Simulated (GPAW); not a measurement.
# How ZnS absorbs and reflects light

Aim: the dielectric function of ZnS, and the optical constants that follow from it. The cell comes from an older database entry, whose edges can differ from later determinations, mostly by under a per cent.

Main program and level: GPAW 26.7.0; DFT, PBE, plane-wave PAW (GPAW data sets), scalar-relativistic, RPA, optical limit.

This is a report of a sequence of runs, with most program output left out.

The database entry behind the starting cell differs from later determinations by our own check (about 0.1 % short), so it need not match the best structure at ambient conditions.

## Step 1: Starting point

Symmetry: F-43m, No. 216, cubic system. Conventional cell: a = 5.404 Å, b = 5.404 Å, c = 5.404 Å, α = 90.00°, β = 90.00°, γ = 90.00°. Nearest to Zn lie 4 S at 2.34 Å. Nearest to S lie 4 Zn at 2.34 Å. Farther neighbours and most contacts between anions are not listed.

Coordinates:

```
Zn S
1.0
     0.00000    2.70200    2.70200
     2.70200    0.00000    2.70200
     2.70200    2.70200    0.00000
Zn S
1 1
Cartesian
  4.0530 4.0530 4.0530
  0.0000 0.0000 0.0000
```

## Step 2: Ground state

First the ground state: is it a metal or has it a gap?

This step: DFT, PBE, plane-wave PAW (GPAW data sets), scalar-relativistic, ground state (GPAW 26.7.0).

The input, gs.py:

```python
from ase import Atoms
from ase.dft.bandgap import bandgap
from gpaw import GPAW, PW, FermiDirac

atoms = Atoms(['Zn', 'S'],
              cell=[[0.000000000000, 2.702000000000, 2.702000000000],
                    [2.702000000000, 0.000000000000, 2.702000000000],
                    [2.702000000000, 2.702000000000, 0.000000000000]],
              scaled_positions=[[0.750000000000, 0.750000000000, 0.750000000000],
                                [0.000000000000, 0.000000000000, 0.000000000000]],
              pbc=[True, True, True])
atoms.calc = GPAW(mode=PW(550), xc='PBE', kpts={'size': (8, 8, 8), 'gamma': True},
                  occupations=FermiDirac(0.05), maxiter=150, txt='gs.txt')
print('energy (eV)', atoms.get_potential_energy())
print('Fermi level (eV)', atoms.calc.get_fermi_level())
print('valence electrons', atoms.calc.get_number_of_electrons())
print('gap (eV)', bandgap(atoms.calc, output=None)[0])
print('direct gap (eV)', bandgap(atoms.calc, direct=True, output=None)[0])
atoms.calc.write('gs.gpw')
```

The run is started by

```
$ OMP_NUM_THREADS=1 python gs.py
```

The job ended after 10 s (1 thread of Arm Neoverse V1, shared host; peak memory 0.14 GiB).

Numbers from this step:

```
energy                 : -6.921 eV
Fermi energy           : 4.697 eV
gap on the k-mesh      : 2.105 eV
direct gap on the mesh : 2.105 eV
electrons              : 18
```

There is a gap, 2.10 eV on this mesh (points off the mesh can give less), so no carriers' term is needed.

## Step 3: Bands for the response

At the fixed density, many empty bands are solved on the mesh of the response, since the spectrum sums over them.

This step: DFT, PBE, plane-wave PAW (GPAW data sets), scalar-relativistic, bands at fixed density (GPAW 26.7.0).

The input, nscf.py:

```python
from ase.dft.bandgap import bandgap
from gpaw import GPAW, FermiDirac

calc = GPAW('gs.gpw').fixed_density(kpts={'size': (13, 13, 13), 'gamma': True}, nbands=39, convergence={'bands': 33},
                                    occupations=FermiDirac(0.001), txt='nscf.txt')
print('gap (eV)', bandgap(calc, output=None)[0])
print('direct gap (eV)', bandgap(calc, direct=True, output=None)[0])
print('top band over the Fermi level (eV)', min(calc.get_eigenvalues(kpt=k)[32] for k in range(len(calc.get_ibz_k_points()))) - calc.get_fermi_level())
calc.write('full.gpw', mode='all')
```

The run is started by

```
$ OMP_NUM_THREADS=1 python nscf.py
```

Wall time 3.2 min (1 thread); peak memory 0.22 GiB.

## Step 4: Dielectric function, RPA

Local fields let the induced charge screen the field inside the cell, which as a rule lowers ε, most along directions where the density is uneven.

This step: DFT, PBE, plane-wave PAW (GPAW data sets), scalar-relativistic, RPA, optical limit (GPAW 26.7.0).

The input, df.py:

```python
from gpaw.response.df import DielectricFunction

df = DielectricFunction('full.gpw', frequencies={'type': 'nonlinear', 'domega0': 0.03, 'omega2': 8},
                        ecut=70,
                        eta=0.12,
                        nbands=33,
                        txt='df.txt')
for direction in ['x']:
    df.get_dielectric_function(xc='RPA', direction=direction, filename=f'df_{direction}.csv')
```

The run is started by

```
$ OMP_NUM_THREADS=1 python df.py
```

The job ended after 13 s (1 thread; peak memory 0.3 GiB).

Numbers from this step:

```
electronic dielectric constant ε∞, mean over x, y and z (by symmetry where fewer were run) : 5.576
main peak of Im epsilon, first axis                                                        : 5.936 eV
```

Some rows of df_x.csv (energy; Re and Im without local fields; Re and Im with them):

```text
0.000000, 6.267409, -0.000000, 5.576061, 0.000000
0.429336, 6.301232, 0.019202, 5.606150, 0.017100
0.878195, 6.414538, 0.042586, 5.707286, 0.038130
1.347938, 6.643251, 0.078315, 5.913230, 0.071044
1.840057, 7.103033, 0.183860, 6.336427, 0.173576
2.356191, 7.743441, 0.507256, 6.911173, 0.490683
2.898142, 7.920467, 1.167779, 6.980125, 1.141116
3.467895, 8.779751, 2.176883, 7.667705, 2.073956
4.067647, 10.651807, 4.602825, 9.281698, 4.105679
4.699832, 6.847255, 6.174272, 5.590311, 5.817983
5.367152, 8.461344, 6.789302, 6.404436, 5.730658
6.072622, 1.893692, 12.646327, 1.888632, 10.283668
6.819608, 0.065110, 6.377510, -0.437323, 4.931646
7.611886, -1.226928, 9.021524, 0.605121, 6.273433
8.453705, -2.910752, 5.830942, -0.841977, 5.087271
9.349861, -2.465266, 2.985783, -1.590647, 3.185513
10.305790, -1.370778, 2.567453, -0.672285, 2.254258
11.327680, -1.614700, 1.755808, -0.931360, 2.025102
12.422601, -1.144905, 1.466760, -0.507386, 1.619361
13.598673, -0.831810, 0.939495, -0.582040, 1.105353
```

Values under the direct gap are tails of Lorentzian lines. The Im ε, E ∥ x by photon energy; read off at these points:

photon energy (eV), Im ε, E ∥ x and a bar:
```
    0.000        0.0 
    0.250        0.0 
    0.500        0.0 
    0.750        0.0 
    1.000        0.0 
    1.250        0.1 
    1.500        0.1 
    1.750        0.1 
    2.000        0.3 #
    2.250        0.4 #
    2.500        1.0 ###
    2.750        1.1 ###
    3.000        1.3 ###
    3.250        1.5 ####
    3.500        2.2 #####
    3.750        2.4 ######
    4.000        3.1 #######
    4.250        4.9 ############
    4.500        5.7 ##############
    4.607        6.4 ################
    4.750        5.4 #############
    5.000        4.8 ############
    5.250        5.4 #############
    5.500        5.3 #############
    5.750        8.8 #####################
    5.918       12.3 ##############################
    6.000       11.7 ############################
    6.250       10.2 #########################
    6.334       10.9 ##########################
    6.500        8.1 ####################
    6.750        5.4 #############
    7.000        4.7 ############
    7.250        5.0 ############
    7.500        6.1 ###############
    7.612        6.3 ###############
    7.750        6.1 ###############
    8.000        5.6 ##############
    8.250        4.9 ############
    8.500        5.1 ############
    8.750        4.1 ##########
    9.000        3.7 #########
    9.250        3.6 #########
    9.500        2.9 #######
    9.750        2.6 ######
   10.000        2.4 ######
   10.250        2.2 #####
   10.500        2.4 ######
   10.750        2.4 ######
   11.000        2.1 #####
   11.250        2.1 #####
   11.500        1.8 ####
   11.750        1.6 ####
   12.000        1.5 ####
   12.250        1.6 ####
   12.500        1.7 ####
   12.750        1.4 ###
   13.000        1.3 ###
   13.250        1.3 ###
   13.500        1.2 ###
   13.750        1.0 ###
```

The Re ε, E ∥ x by photon energy:

```
photon energy (eV)  Re ε, E ∥ x
               0.0         5.58
               0.5         5.62
               1.0         5.75
               1.5         6.01
               2.0         6.54
               2.5         7.20
               3.0         7.18
               3.5         7.67
               4.0         9.07
               4.5         7.64
               5.0         5.89
               5.5         6.72
               6.0         2.93
               6.5        -1.68
               7.0        0.440
               7.5        0.856
               8.0       -0.873
               8.5        -1.03
               9.0       -0.853
               9.5        -1.27
              10.0        -1.05
              10.5       -0.637
              11.0       -0.912
              11.5       -0.927
              12.0       -0.592
              12.5       -0.559
              13.0       -0.572
              13.5       -0.593
```

The refractive index n and extinction k by photon energy:

```
photon energy (eV)      n        k
               0.0   2.36        0
               0.5   2.37  0.00424
               1.0   2.40  0.00940
               1.5   2.45   0.0179
               2.0   2.56   0.0662
               2.5   2.69    0.191
               3.0   2.69    0.241
               3.5   2.80    0.389
               4.0   3.05    0.501
               4.5   2.93    0.972
               5.0   2.60    0.927
               5.5   2.76    0.959
               6.0   2.74     2.14
               6.5   1.81     2.23
               7.0   1.61     1.47
               7.5   1.87     1.62
               8.0   1.56     1.81
               8.5   1.44     1.76
               9.0   1.21     1.52
               9.5  0.984     1.50
              10.0  0.878     1.35
              10.5  0.957     1.25
              11.0  0.838     1.27
              11.5  0.731     1.21
              12.0  0.725     1.06
              12.5  0.770     1.07
              13.0  0.656     1.00
              13.5  0.603    0.978
```

Values under the direct gap are tails of Lorentzian lines. Table of Im ε, E ∥ x by photon energy; read off at these points:

```
photon energy (eV)  without local fields  with local fields
             0.000                     0                  0
             0.250                0.0110            0.00979
             0.500                0.0226             0.0201
             0.750                0.0353             0.0315
             1.000                0.0502             0.0451
             1.250                0.0691             0.0624
             1.500                0.0962             0.0880
             1.750                 0.147              0.138
             2.000                 0.348              0.339
             2.250                 0.429              0.416
             2.500                  1.05               1.03
             2.750                  1.07               1.05
             3.000                  1.33               1.30
             3.250                  1.56               1.49
             3.500                  2.28               2.18
             3.750                  2.56               2.39
             4.000                  3.43               3.06
             4.250                  5.24               4.85
             4.500                  6.31               5.69
             4.607                  6.92               6.38
             4.750                  5.70               5.36
             5.000                  5.34               4.82
             5.250                  6.28               5.35
             5.500                  6.54               5.30
             5.750                  12.3               8.84
             5.918                  16.2               12.3
             6.000                  14.6               11.7
             6.250                  13.1               10.2
             6.282                  13.4               10.6
             6.500                  9.40               8.07
             6.750                  6.67               5.36
             7.000                  6.65               4.75
             7.250                  8.32               5.04
             7.381                  9.71               6.14
             7.500                  9.02               6.06
             7.750                  8.20               6.12
             8.000                  6.75               5.65
             8.250                  5.95               4.90
             8.500                  5.61               5.07
             8.750                  3.97               4.07
             9.000                  4.13               3.66
             9.250                  3.37               3.60
             9.500                  2.94               2.95
             9.750                  2.65               2.63
            10.000                  2.54               2.37
            10.250                  2.53               2.25
            10.500                  2.64               2.39
            10.750                  2.43               2.40
            11.000                  2.00               2.13
            11.250                  1.90               2.09
            11.500                  1.54               1.77
            11.750                  1.54               1.62
            12.000                  1.51               1.53
            12.250                  1.53               1.57
            12.500                  1.42               1.65
            12.750                  1.12               1.40
            13.000                  1.11               1.31
            13.250                  1.08               1.28
            13.500                 0.981               1.18
            13.750                 0.913               1.04
```

The reflectivity at normal incidence, E ∥ x has structure finer than the step of the table below, so its rows give means over 0.5 eV, whole bins alone (the curve runs from 0 to 14.0 eV). Peaks (eV: height): 4.56: 29.0, 5.97: 41.2, 6.44: 44.6, 8.77: 40.8, 9.35: 39.3, 11.48: 34.6, 12.75: 32.3.

The reflectivity at normal incidence, E ∥ x by photon energy; means over each step:

```
photon energy (eV)  reflectivity at normal incidence, E ∥ x (%)
               0.5                                         16.5
               1.0                                         16.9
               1.5                                         17.7
               2.0                                         19.0
               2.5                                         20.4
               3.0                                         21.2
               3.5                                         23.1
               4.0                                         26.2
               4.5                                         27.5
               5.0                                         25.4
               5.5                                         28.6
               6.0                                         38.7
               6.5                                         41.5
               7.0                                         28.6
               7.5                                         30.9
               8.0                                         35.4
               8.5                                         36.8
               9.0                                         36.2
               9.5                                         37.4
              10.0                                         33.8
              10.5                                         29.4
              11.0                                         32.0
              11.5                                         33.3
              12.0                                         29.3
              12.5                                         29.1
              13.0                                         30.4
              13.5                                         31.0
```

At chosen wavelengths:

```
wavelength (nm)     n      k  R (%)     1/α
           1550  2.38  0.007   16.7   17 µm
           1064  2.41  0.012   17.1  7.3 µm
            633  2.55  0.054   19.1  932 nm
            532  2.62  0.087   20.0  484 nm
            450  2.62  0.201   20.3  178 nm
            365  2.78  0.352   22.8   82 nm
            193  2.05  2.333   44.4  6.6 nm
```

Below the direct gap, k and the depth come from the tails of the Lorentzian lines, not from transitions.

Rows near the edge hang on the gap, which this functional as a rule makes too small, and phonon-assisted absorption is left out.

## Step 5: Outcome

| Quantity | Value |
| --- | --- |
| electronic dielectric constant ε∞, mean over x, y and z (by symmetry where fewer were run) (RPA) | 5.58 |
| main peak of Im epsilon, first axis | 5.94 eV |

What this shows: At this level (PBE, RPA) ZnS has ε∞ = 5.58 and n = 2.38 at 1550 nm, and Im ε peaks at 5.9 eV. On the mesh the gap is 2.10 eV and the least direct gap 2.10 eV. Local fields change the static value along x from 6.27 to 5.58 (-11 %). Distinct maxima of Im ε, read by a parabola through the highest points, lie at 4.61 eV (6.4), 5.94 eV (12), 6.33 eV (11) and 7.64 eV (6.3). Excitons and phonon-assisted transitions are missing; PBE gaps are as a rule too small, which pulls the onset down and ε∞ up. The sum runs over mesh points, so small or evenly spaced maxima can still be ripples of the mesh. In this version of GPAW the matrix elements of the optical limit are incomplete, which can lower ε − 1 by up to a tenth where first-row anions or d states rule, and shift it by more in d metals.

[Machine, clock and banner lines and Python warnings are left out of the logs.]

[Logs are printed without paths, hosts, clocks, repeated set-up lines and the standing remarks that a program may print on its own settings, such as how far it seeks lower states.]

[Hosts, paths, dates, database ids (printed as entryN), source tags and the programs' standing remarks are cut or masked in the printed files.]
